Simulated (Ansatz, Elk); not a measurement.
# AlCo2: X-ray structure factors from the self-consistent density, part 2 of 2

Structure refinements treat a crystal as free atoms side by side. For a made-up structure of AlCo2 (cell and positions from a PBE relaxation) the runs below show what the calculated density changes in F(hkl).

Elk 11.2.3 (patched build); all-electron DFT.

So far: Set-up; Ground state and structure factors; The magnetisation density; The highest occupied states alone.

The structure was built from a prototype and need not be the compound's stable phase.

## (5) Another functional

Level of this step: DFT, LDA (Perdew-Wang), all-electron APW+lo, Dirac cores, scalar-relativistic bands, static density, ferromagnetic start (Elk).

The difference from free atoms is small, so it is set against the change that LDA (Perdew-Wang) makes.

elk.in reads:

```
tasks
  0
  195
  196

xctype
  3

spinpol
  .true.

rgkmax
  7.0

gmaxvr
  14.0

lmaxo
  7

lmaxapw
  8

swidth
  0.002

tshift
  .false.

ramdisk
  .false.

hmaxvr
  5.5

maxscl
  120

epspot
  1e-06

reducebf
  0.8

sppath
  './'

avec
  -0.00000000000 5.16984493253 5.16984493253
  5.16984493253 -0.00000000000 5.16984493253
  5.16984493253 5.16984493253 -0.00000000000

atoms
  2
  'Co.in'
  2
  0.7500000000 0.7500000000 0.7500000000   0.000000 0.000000 -0.050000
  0.2500000000 0.2500000000 0.2500000000   0.000000 0.000000 -0.050000
  'Al.in'
  1
  0.0000000000 -0.0000000000 -0.0000000000   0.000000 0.000000 0.000000

ngridk
  6 6 6
```

Command:

```console
> OMP_NUM_THREADS=4 elk
```

Numbers of over 12 decimals in the logs are rounded to 6 here.

What it wrote:

```text
┌─────────────────────────┐
│ Elk code version 11.2.3 │
└─────────────────────────┘

All units are atomic (Hartree, Bohr, etc.)

┌─────────────────────────────────────────────────┐
│ Ground-state run starting from atomic densities │
└─────────────────────────────────────────────────┘

Lattice vectors :
  -0.000000000       5.169844933       5.169844933
   5.169844933      -0.000000000       5.169844933
   5.169844933       5.169844933      -0.000000000

Reciprocal lattice vectors :
 -0.6076763800      0.6076763800      0.6076763800
[...]
error                       :   0.2563568245E-02

Moments :
 interstitial                :  -0.5117360310E-01
 muffin-tins
  species : 1 (Co)
[...]
atom 2                    :   0.9306426330
  species : 2 (Al)
   atom 1                    :  -0.4983399990E-01
 total in muffin-tins        :    1.811451266
 total moment                :    1.760277663

┌──────────────────────────────┐
│ Self-consistent loop stopped │
└──────────────────────────────┘

Warning : core states of species 1 leak from the muffin-tin :   0.8027902956E-03

Warning : core states of species 2 leak from the muffin-tin :   0.8055757801E-03

Wrote STATE.OUT
[key lines of the parts left out:]
total energy                :     -3024.1707581331
```

Elapsed: 37 s, on 4 threads of Arm Neoverse V2, shared host; peak memory 0.14 GiB; 98 s of CPU time.

Against the first run R = 0.09 %; the largest change is -0.053 at 400. The moment goes from 2.16 to 1.76 μB.

## (6) A coarser k-mesh

About half the k-points along each axis test the sampling.

Edit elk.in of step 5 so:

```diff
@@ -6,3 +6,3 @@
 xctype
-  3
+  20
 
@@ -63,2 +63,2 @@
 ngridk
-  6 6 6
+  3 3 3
```

Command:

```console
> OMP_NUM_THREADS=4 elk
```

What it wrote:

```text
┌─────────────────────────┐
│ Elk code version 11.2.3 │
└─────────────────────────┘

All units are atomic (Hartree, Bohr, etc.)

┌─────────────────────────────────────────────────┐
│ Ground-state run starting from atomic densities │
└─────────────────────────────────────────────────┘

Lattice vectors :
  -0.000000000       5.169844933       5.169844933
   5.169844933      -0.000000000       5.169844933
   5.169844933       5.169844933      -0.000000000

Reciprocal lattice vectors :
 -0.6076763800      0.6076763800      0.6076763800
[...]
error                       :   0.2467012612E-02

Moments :
 interstitial                :  -0.3097679243E-02
 muffin-tins
  species : 1 (Co)
[...]
atom 2                    :    1.247382853
  species : 2 (Al)
   atom 1                    :  -0.4735058211E-01
 total in muffin-tins        :    2.447415123
 total moment                :    2.444317444

┌──────────────────────────────┐
│ Self-consistent loop stopped │
└──────────────────────────────┘

Warning : core states of species 1 leak from the muffin-tin :   0.7635160047E-03

Warning : core states of species 2 leak from the muffin-tin :   0.7635295202E-03

Wrote STATE.OUT
[key lines of the parts left out:]
total energy                :     -3029.7282464122
```

The job ended after 19 s (4 threads; peak memory 0.16 GiB).

Against the first run R = 0.03 %; the largest change is +0.021 at 800. The moment goes from 2.16 to 2.44 μB.

## (7) Basis size

A smaller basis shows how fast F responds to it; the change is likely larger than the basis error of the first run, but doesn't show convergence.

Edit elk.in of step 6 so:

```diff
@@ -12,3 +12,3 @@
 rgkmax
-  7.0
+  5.5
 
@@ -63,2 +63,2 @@
 ngridk
-  3 3 3
+  6 6 6
```

Command:

```console
> OMP_NUM_THREADS=4 elk
```

What it wrote:

```text
┌─────────────────────────┐
│ Elk code version 11.2.3 │
└─────────────────────────┘

All units are atomic (Hartree, Bohr, etc.)

┌─────────────────────────────────────────────────┐
│ Ground-state run starting from atomic densities │
└─────────────────────────────────────────────────┘

Lattice vectors :
  -0.000000000       5.169844933       5.169844933
   5.169844933      -0.000000000       5.169844933
   5.169844933       5.169844933      -0.000000000

Reciprocal lattice vectors :
 -0.6076763800      0.6076763800      0.6076763800
[...]
error                       :   0.2250616559E-02

Moments :
 interstitial                :  -0.4850057139E-01
 muffin-tins
  species : 1 (Co)
[...]
atom 2                    :    1.153775326
  species : 2 (Al)
   atom 1                    :  -0.6097082992E-01
 total in muffin-tins        :    2.246579822
 total moment                :    2.198079250

┌──────────────────────────────┐
│ Self-consistent loop stopped │
└──────────────────────────────┘

Warning : core states of species 1 leak from the muffin-tin :   0.7621091851E-03

Warning : core states of species 2 leak from the muffin-tin :   0.7648771472E-03

Wrote STATE.OUT
[key lines of the parts left out:]
total energy                :     -3029.6439615559
```

The job ended after 48 s (4 threads; peak memory 0.16 GiB).

Against the first run R = 0.06 %; the largest change is +0.071 at 400. The moment goes from 2.16 to 2.20 μB.

## (8) Settings against the effect

```tsv
run	R against the first run (%)	R against neutral atoms, low angle (%)	wall time
PBE, rgkmax 7	0.00	0.58	54 s
LDA (Perdew-Wang)	0.09	0.60	37 s
k-mesh 3×3×3	0.03	0.58	19 s
rgkmax 5.5	0.06	0.59	48 s
```

## (9) Results

| Item | Value |
| --- | --- |
| R against neutral atoms, sin θ/λ < 0.3 Å⁻¹ | 0.58 % |
| R against neutral atoms, 0.3 to 0.82 Å⁻¹ | 0.29 % |

What this shows: Independent neutral atoms miss the calculated amplitudes by R = 0.58 % below 0.3 Å⁻¹ and 0.29 % from there to 0.82 Å⁻¹; by shells, 0.58 % 0.15 to 0.3 (3 forms), 0.39 % 0.3 to 0.45 (6 forms), 0.25 % above 0.45 (26 forms). Bonding, aspherical density and the tables' own atoms all enter these figures, and the runs don't part them. The largest change of an amplitude is -0.28 electrons, at 220. The relaxation gave a moment of 1.84 μB against 2.16 μB here, so the moment isn't settled. The magnetic order is that of the start. No other order was tried here, and an antiferromagnetic one would change or move the magnetic intensity. The window's part falls from 21.0 electrons at the origin to at most 2.28 between 0.45 and 0.82 Å⁻¹, where compact states inside the window still scatter. Below 0.3 Å⁻¹ the changes that finished (LDA (Perdew-Wang), k-mesh 3×3×3 and rgkmax 5.5) move F by R = 0.06 % at most, against the 0.58 % that separates it from free atoms. The magnetic factors move by R = 17.7 % (LDA (Perdew-Wang)), 10.1 % (k-mesh 3×3×3) and 3.0 % (rgkmax 5.5), so they aren't settled to better than that. Part of the difference isn't bonding: the tables are fits to free atoms and ions calculated by other methods than this functional. Thermal motion, anomalous dispersion and extinction are left out.

[Logs are printed without paths, hosts, clocks, repeated set-up lines and the standing remarks that a program may print on its own settings, such as how far it seeks lower states.]

[Hosts, paths, dates, database ids (printed as entryN), source tags and the programs' standing remarks are cut or masked in the printed files.]
